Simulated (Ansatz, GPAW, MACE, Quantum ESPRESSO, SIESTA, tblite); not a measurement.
# Nb(100)/C(110) interface (68 atoms): other programs against plane waves

One geometry of Nb(100)/C(110) interface (68 atoms) is solved by several programs and methods. How far do their forces lie from a plane-wave PBE run?

Results are calculated, not measured.

## (1) The structure

The cell holds 68 atoms (20 Nb and 48 C), with edges of 7.13, 7.57 and 23.00 Å. Recipe: bcc Nb(100), 4 repeat layers, 5 surface cells, strained -3.32 and +2.54 %; diamond-structure C(110), 4 layers, 6 cells, -0.00 and -0.00 %; outer planes 2.25 Å apart, 12 Å of vacuum above; not relaxed, displaced by a Gaussian of 0.02 Å. Then every atom was moved at random, 0.05 Å r.m.s. a Cartesian component.

## (2) The reference input

Quantum ESPRESSO 7.5: Kohn-Sham DFT, PBE, SSSP efficiency 1.3.0 pseudopotentials, plane waves. Its input, pw.in:

```
&control
  calculation = 'scf'
  pseudo_dir = './pseudo'
  outdir = './tmp'
  disk_io = 'none'
  tprnfor = .true.
/
&system
  ibrav = 0
  nat = 68
  ntyp = 2
  ecutwfc = 45
  ecutrho = 360
  nosym = .true.
  occupations = 'smearing'
  smearing = 'fd'
  degauss = 0.003675
/
&electrons
  conv_thr = 3.4e-07
  electron_maxstep = 100
  mixing_beta = 0.2
  mixing_mode = 'local-TF'
  diagonalization = 'david'
/
ATOMIC_SPECIES
Nb 92.906 Nb.upf
C 12.011 C.upf
CELL_PARAMETERS angstrom
7.13400 0.00000 0.00000
0.00000 7.56670 0.00000
0.00000 0.00000 22.99872
ATOMIC_POSITIONS crystal
Nb 0.79977 0.40014 0.26019
Nb 0.69995 0.09245 0.33394
Nb 0.80247 0.39155 0.40588
Nb 0.50600 0.50286 0.47275
[... 62 atom lines left out ...]
C 0.79912 0.25378 0.74299
C 0.91764 0.42671 0.73877
K_POINTS gamma
```

```console
$ OMP_NUM_THREADS=1 mpirun -np 4 pw.x -in pw.in > output.txt
```

Run time: 4.1 min. Hardware: 4 MPI ranks of Arm Neoverse V1, shared host; peak memory 2.6 GiB.

It converged with an r.m.s. force component of 2.3 eV/Å.

## (3) The other programs

- GPAW 26.7.0: PAW with atomic orbitals (LCAO), plane waves or a real-space grid of spacing h.
- MACE: machine-learned potential, published weights.
- SIESTA 5.4.2: numerical atomic orbitals, whose automatically made sets are far from complete, with PseudoDojo norm-conserving potentials that we converted to its format (checked against plane waves on the same files for H, C, O, Si, Ge and Ca alone); labels give functional, basis size, energy shift and mesh cutoff.
- tblite 0.8.0: extended tight binding, driven from Python.

All use the same cell and atoms, and the electronic-structure runs the same k-mesh.

## (4) All runs compared

Differences are against the reference: forces as r.m.s. over components, share as that over the reference's r.m.s. force, slope as the fitted ratio of a run's forces to the reference's.

```csv
run,"Δ force, r.m.s. (meV/Å)",share (%),slope,cores,CPU time,memory (GiB)
reference,-,-,-,4,16 min,2.6
"GPAW PBE, LCAO dzp, h 0.28 Å (coarse)",267,11.4,1.024,1,6.5 min,0.69
"GPAW PBE, grid h 0.24 Å (coarse)",672,28.7,0.920,2,9.2 min,1.4
MACE MP-0b2 small potential,472,20.1,0.916,1,7.2 s,0.66
MACE MP-0b3 medium potential,580,24.7,0.845,1,8.3 s,1.1
MACE MPA-0 medium potential,670,28.6,0.818,1,8.3 s,1.1
"SIESTA PBE, DZ, shift 0.01 Ry, mesh 300 Ry (coarse)",365,15.6,1.070,1,3.2 min,0.7
"SIESTA PBE, DZP, shift 0.002 Ry, mesh 300 Ry",264,11.3,1.033,2,21 min,1.9
"SIESTA PBE, DZP, shift 0.01 Ry, mesh 100 Ry (coarse)",233,9.94,1.034,1,2.5 min,0.47
"SIESTA PBE, DZP, shift 0.01 Ry, mesh 300 Ry",233,9.95,1.034,2,9.1 min,1.3
"SIESTA PBE, SZ, shift 0.01 Ry, mesh 300 Ry (coarse)",1065,45.4,1.141,1,2 min,0.58
tblite GFN1-xTB,542,23.1,0.972,1,3.3 s,0.11
```

Rows marked coarse were listed beforehand as settings not expected to be converged; some can still land near the reference.

Times of the machine-learned potentials are mostly Python's start and the loading of weights.

Runs without a result: GPAW PBE, LCAO dzp, h 0.2 Å (cut off at its time limit); GPAW PBE, LCAO szp(dzp), h 0.2 Å (cut off at its time limit); GPAW PBE, LCAO dzp, h 0.2 Å, other mixer settings (cut off at its time limit).

CPU time is summed over cores on shared hosts, so it is rough.

## (5) Findings

Forces lie from 9.9 % (SIESTA PBE, DZP, shift 0.01 Ry, mesh 100 Ry, coarse) to 45 % (SIESTA PBE, SZ, shift 0.01 Ry, mesh 300 Ry, coarse) of the reference's r.m.s. force of 2.3 eV/Å away from it. The PBE runs in local orbitals, coarse settings apart, differ by 9.9 % (SIESTA PBE, DZP, shift 0.01 Ry, mesh 300 Ry) to 11 % (SIESTA PBE, DZP, shift 0.002 Ry, mesh 300 Ry); basis, grid and potentials can all enter. Tight binding differs by 23 % (tblite GFN1-xTB); it is another model, with fitted parameters of its own, and the xTB methods hold dispersion. Machine-learned potentials differ by 20 % (MACE MP-0b2 small potential) to 29 % (MACE MPA-0 medium potential); they were trained on other programs' data. Among those trained on PBE data the slope goes as low as 0.82, which softening far from their training structures can give, though the reference's k-sampling is untested too.

Runs with settings chosen to be coarse differ by 9.9 % (SIESTA PBE, DZP, shift 0.01 Ry, mesh 100 Ry) to 45 % (SIESTA PBE, SZ, shift 0.01 Ry, mesh 300 Ry), their programs' other errors included. From SIESTA PBE, DZP, shift 0.01 Ry, mesh 100 Ry to the finer SIESTA PBE, DZP, shift 0.01 Ry, mesh 300 Ry the share goes from 9.94 to 9.95 %, so the grid isn't what parts these runs from the reference.

**Limits.** Periodic xTB results under one method name differ between programs and library versions. Machine-learned potentials mimic data converged in k, so the reference's own k-point error enters their differences. The host structure and its lattice constant were typed by rule, without a check against the phase diagram. The electronic-structure runs sample only Γ, in a cell whose shortest periodic width is 7 Å, which is coarse for a cell with partly filled levels. The slab repeats along its normal with no dipole correction. Spin–orbit coupling is left out. The reference has no spin polarisation, so local moments can't form. Where levels are smeared, the DFT runs use Fermi–Dirac occupations at 580 K (0.05 eV), and energies are free energies. The atoms were displaced at random, and shares hang on the size of the forces that this gives. The reference's cutoffs and mesh weren't converged further here.

[Logs are printed without paths, hosts, clocks, repeated set-up lines and the standing remarks that a program may print on its own settings, such as how far it seeks lower states.]

[Hosts, paths, dates, database ids (printed as entryN), source tags and the programs' standing remarks are cut or masked in the printed files.]

[Cells were taken only where this reference lay near another plane-wave run.]
